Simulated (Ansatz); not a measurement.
# Graphene/h-GaN/graphene sandwich (62 atoms): repeated cells from small to large, part 2 of 2

Aim: repeat one cell of graphene/h-GaN/graphene sandwich (62 atoms) to ever larger supercells at Γ and follow error, time and memory.

Ansatz 0.2.0; Kohn-Sham DFT, PBE+D4, PAW (set soft_2), plane waves.

The cell: 48 C, 7 Ga and 7 N. Beside vacuum, support functions can miss their usual error bounds without a warning.

So far. Step 5 (Plane waves, 248 atoms): The energy lies 17.8 meV/atom above the dense-mesh reference. Step 6 (Support functions, 248 atoms): The energy lies 14.1 meV/atom above the dense-mesh reference, and 3.7 meV/atom below plane waves of the same size, an offset between the two bases that leaves the sampling error alike.

### 7. Plane waves, 558 atoms

The cell is repeated and solved at Γ in plane waves, whose cost grows towards the cube of the size.

This step: Kohn-Sham DFT, PBE+D4, PAW (set soft_2), plane waves (Ansatz 0.2.0).

File input.yaml:

```yaml
crystal:
  lattice:
    - [8.5073, 0.0, 0.0]
    - [-4.25365, 7.36754, 0.0]
    - [0.0, 0.0, 22.96]
  atoms:
    [... the 62 atom lines of step 2 ...]
  supercell: [3, 3, 1]
kpoints:
  mp_grid: { grid: [1, 1, 1] }
hamiltonian:
  xc: pbe
  dispersion: d4
scf:
  occupations: { method: fermi_dirac, width: 0.05 }
output:
  forces: true
```

Command:

```
$ ansatz run input.yaml --threads 5 --pin off --max-ram 81920MiB --backend cuda --events-out ev --progress --plain --runs-dir out
```

Run time: 21 s. Hardware: 1 × NVIDIA H100 80GB HBM3 with 5 threads of AMD EPYC 7R13 (Zen 3), shared host; peak memory 3 GiB.

That memory is the host's; the program planned up to 45.2 GiB on the GPU.

The program repeats the typed cell 3×3×1 times, 558 atoms in all; totals in the log are those of the whole repeated cell, and force differences are taken after averaging over the copies of each atom.

It converged in 11 SCF cycles; the log is left out.

The energy lies 3.91 meV/atom above the dense-mesh reference.

### 8. Support functions, 558 atoms

The repeated cell is solved at Γ in support functions.

This step: Kohn-Sham DFT, PBE+D4, PAW (set soft_2), localised support functions (medium) (Ansatz 0.2.0).

input.yaml: that of step 7 with these lines changed.

```diff
@@ -15,2 +15,5 @@
   occupations: { method: fermi_dirac, width: 0.05 }
+  eigensolver: { kind: { support_functions: { accuracy: medium } } }
+  mixing: { beta: 0.2 }
+  max_iter: 150
 output:
```

It took 24 s on 1 × NVIDIA H100 80GB HBM3 with 5 threads; peak memory 3.2 GiB; 45 s of CPU time.

That memory is the host's; the program planned up to 15.5 GiB on the GPU.

The program repeats the typed cell 3×3×1 times, 558 atoms in all; totals in the log are those of the whole repeated cell, and force differences are taken after averaging over the copies of each atom.

It converged in 21 SCF cycles; the log is left out.

The energy lies 0.0922 meV/atom above the dense-mesh reference, and 3.8 meV/atom below plane waves of the same size, an offset between the two bases that leaves the sampling error alike.

### 9. Support functions, 992 atoms

The repeated cell is solved at Γ in support functions.

input.yaml: that of step 8 with these lines changed.

```diff
@@ -7,3 +7,3 @@
     [... the 62 atom lines of step 2 ...]
-  supercell: [3, 3, 1]
+  supercell: [4, 4, 1]
 kpoints:
```

Elapsed: 46 s, on 1 × NVIDIA H100 80GB HBM3 with 5 threads; peak memory 5.1 GiB.

That memory is the host's; the program planned up to 25.3 GiB on the GPU.

The program repeats the typed cell 4×4×1 times, 992 atoms in all; totals in the log are those of the whole repeated cell, and force differences are taken after averaging over the copies of each atom.

It converged in 21 SCF cycles; the log is left out.

The energy lies 2.64 meV/atom below the dense-mesh reference.

### 10. Support functions, 2232 atoms

The repeated cell is solved at Γ in support functions.

input.yaml: that of step 9 with these lines changed.

```diff
@@ -7,3 +7,3 @@
     [... the 62 atom lines of step 2 ...]
-  supercell: [4, 4, 1]
+  supercell: [6, 6, 1]
 kpoints:
```

Numbers of over 12 decimals in the logs are rounded to 6 here.

Log:

```text
[...]
GPU FFT provider: cuFFT
GPU libraries: cuBLAS 13.8.2, cuFFT 12.4.0, cuSOLVER 12.3.4
Crystal: 2232 atoms, lattice volume = 51807.023 Å³
Basis set: ecut = 420 eV, 1012979 PW (Γ), exchange–correlation on 720×720×320 points (8 copies of the dense FFT grid, shifted against one another)
Bands: 6617, of which v1, the nominal top of the filled ones, is band 5724 counted from 1 (5723 counted from 0)
Symmetry: 1 space group operations
k-points: 1
[...]
GPU buffer pool allocated for 20736000 grid points (all kernels)
[...]
SCF iter   1: F=—  HF=-1484931.226926 eV  |F-HF|=—  |Δ(HF+E_count)|=         —  Δρ=8.25e-2  dr2=3.95e3  ethr=1.00e-1
[...]
SCF iter  21: F=—  HF=-1484130.916796 eV  |F-HF|=—  |Δ(HF+E_count)|=   2.71e-4  Δρ=3.52e-6  dr2=7.11e-6  ethr=3.49e-10  κ⁻¹=2.2e-5(r=7)
SCF iter  22: F=-1484130.916975 eV  HF=-1484130.916908 eV  |F-HF|=6.66e-5  |Δ(HF+E_count)|=   1.12e-4  Δρ=1.19e-6  dr2=9.00e-7  ethr=6.21e-11
SCF 1 converged in 22 iterations: F = -1484131.201233 eV  dr2 = 9.00e-7
[...]
SCF converged after 22 iterations
[...]
Free energy (F): -1484131.201233 eV
[...]
Internal energy: -1484130.693811 eV  (E = F + TS)
E sigma→0 (E₀):  -1484130.947522 eV
Entropy (-TS):   -0.507422 eV (-0.227 meV/atom)
Fermi energy:    0.651600 eV
[...]
Σ components = -1484131.201233   (vs F -1484131.201233, Δ=0.00e0)
--- Forces (eV/Å), atoms counted from 1 ---
  atom   1  C     -0.27302436    -0.08128040     0.04897255
  atom   2  C      0.48840656     0.17167533     0.19634900
  atom   3  C      0.21430423    -0.13681966    -0.01519128
  atom   4  C      0.07478594     0.47739035    -0.02544359
  atom   5  C     -0.22042045    -0.17189837     0.05017990
  atom   6  C     -0.08091553     1.21751329     0.10455447
  [... forces on the other 2226 atoms ...]
  max |Σ_I F_I| component: 2.55e-2 eV/Å
--- Band table (eV) ---
[... left out ...]
[...]
```

It took 2.1 min on 1 × NVIDIA H100 80GB HBM3 with 5 threads; peak memory 10 GiB.

That memory is the host's; the program planned up to 53.3 GiB on the GPU.

The program repeats the typed cell 6×6×1 times, 2232 atoms in all; totals in the log are those of the whole repeated cell, and force differences are taken after averaging over the copies of each atom.

The energy lies 3.83 meV/atom below the dense-mesh reference.

### 11. Cost and error against size

Differences are against the typed cell on a 6×6×1 mesh, which samples like Γ on 2232 atoms (r.m.s. force component 0.496 eV/Å). Every repeated cell is solved at Γ, and forces are averaged over the copies of each atom. Hardware: 1 × NVIDIA H100 80GB HBM3 with 5 threads of AMD EPYC 7R13 (Zen 3), shared host.

```
atoms  repeats              basis  Δ force, r.m.s. (meV/Å)  Δ energy (meV/atom)  less plane waves of the same size (meV/atom)  spread among copies (meV/Å)  SCF cycles     time  host memory (GiB)  planned on the GPU (GiB)
   62    1×1×1        plane waves                      286                  170                                             -                            -          19    3.5 s                1.2                       3.4
   62    1×1×1  support functions                      286                  167                                          -3.8                            -          24      7 s                1.2                       3.3
  248    2×2×1        plane waves                     69.9                 17.8                                             -                            0          12    6.3 s                1.8                        14
  248    2×2×1  support functions                     70.1                 14.1                                          -3.7                         0.14          18     13 s                1.9                       8.5
  558    3×3×1        plane waves                     25.9                 3.91                                             -                            0          11     21 s                3.0                        45
  558    3×3×1  support functions                     26.0               0.0922                                          -3.8                         0.13          21     24 s                3.2                        16
  992    4×4×1  support functions                     10.7                -2.64                                             -                         0.15          21     46 s                5.1                        25
 2232    6×6×1  support functions                    0.414                -3.83                                             -                         0.14          22  2.1 min                 10                        53
```

### 12. What the reference run shows

The comparisons rest on this run, so its electronic structure is set out here.

Length of the force by element:

```
element  coordination  atoms  mean length of the force (eV/Å)  spread  least   most
      C           all     48                            0.839   0.465  0.137   2.20
     Ga           all      7                            0.295  0.0992  0.124  0.434
      N           all      7                            0.326   0.180  0.121  0.696
```

Intrinsic-atomic-orbital charges by element:

```
element  coordination  atoms  mean charge (e)  spread   least    most
      C           all     48           0.0038  0.0034  -0.002  0.0117
     Ga           all      7            0.786  0.0026   0.782   0.790
      N           all      7           -0.812  9.0e-4  -0.813  -0.811
```

By region:

```
 region  atoms  mean length of the force (eV/Å)  net charge (e)
layer 1     24                            0.708            0.09
layer 2     14                            0.311           -0.18
layer 3     24                            0.969             0.1
```

Density of states as counts of states in windows of 1 eV (from the Fermi level), total and the larger projections:

```
from (eV)  to (eV)  total   C p  layer 1  layer 3  layer 2  N p  Ga p
      -10       -9    9.3   7.5      4.6      4.6      0.0  0.0   0.0
       -9       -8   10.4   8.8      5.2      5.2      0.0  0.0   0.0
       -8       -7   15.8  14.2      7.7      7.7      0.1  0.1   0.1
       -7       -6   29.0  21.3     11.1     11.1      6.6  3.5   0.4
       -6       -5   19.7  16.4      8.5      8.4      2.7  1.5   0.2
       -5       -4   17.6  13.3      6.8      6.8      4.0  2.5   0.7
       -4       -3   20.0  13.5      6.8      6.8      6.4  4.4   1.3
       -3       -2   20.1  10.0      5.0      5.0     10.0  7.3   2.2
       -2       -1   14.4   4.8      2.4      2.4      9.5  7.9   1.3
       -1        0    4.2   1.6      0.8      0.8      2.5  2.4   0.1
        0        1    1.6   1.5      0.8      0.8      0.0  0.0   0.0
        1        2    9.5   8.7      4.4      4.3      0.5  0.0   0.1
        2        3    9.2   7.4      3.7      3.7      1.3  0.2   0.3
        3        4   10.3   5.3      2.6      2.6      2.6  0.5   1.0
        4        5   25.6   4.8      2.4      2.4     13.9  2.1   9.1
```

Between -20 and -10 eV lie 157 more states.

The levels nearest the highest filled one (over half full), pooled over k-points and spins:

```
level less the highest filled one (eV)  occupation
                                -0.687           2
                                -0.663           2
                               -0.0394        1.47
                               -0.0329        1.42
                               -0.0157        1.26
                                     0        1.11
                                0.0239       0.874
                                0.0459       0.667
                                0.0516       0.616
                                0.0553       0.586
                                 0.658           0
                                 0.676           0
```

Mean intrinsic-atomic-orbital charges: C +0.00, Ga +0.79, N -0.81 e. Within 0.4 eV of the Fermi level the largest share is C p (99 % of the projected weight).

### 13. Results

| Property | Result |
| --- | --- |
| free energy per atom | -664.9295 eV/atom |
| r.m.s. force component | 0.4963 eV/Å |
| wall time of the 9 DFT runs | 4.4 min |

In words: Repeating the cell at Γ samples more k-points: in plane waves the energy difference from the dense mesh goes from 170 meV/atom at 62 atoms to 3.91 at 558, and the force difference from 286 to 26 meV/Å. With plane waves, the time grows as the 1.5 power of the atom count between the two largest sizes, 248 and 558 atoms. The smaller run is short enough for fixed overheads to flatten this slope. With support functions, the time grows as the 1.3 power of the atom count between the two largest sizes, 992 and 2232 atoms. At equal size the support functions lie 3.7 to 3.8 meV/atom below plane waves, likely because their grid holds more waves than 420 eV; no run tests this. Support functions take 2.0 times the time of plane waves at 62 atoms and 1.1 times at 558, so no crossover is reached among the sizes that both ran. Each time is a single run, so ratios and crossover are rough. The bases also began from different starting densities. At the largest size the support functions' forces differ from the reference by 0.084 % of the r.m.s. force, where they sample the same k-points.

No gap is quoted, since levels at the Fermi energy are partly filled.

Caveats: The geometry was built by rule, was displaced at random and isn't relaxed at this level: its force components are 0.50 eV/Å r.m.s.

[Logs are printed without paths, hosts, clocks, repeated set-up lines and the standing remarks that a program may print on its own settings, such as how far it seeks lower states.]

[Hosts, paths, dates, database ids (printed as entryN), source tags and the programs' standing remarks are cut or masked in the printed files.]
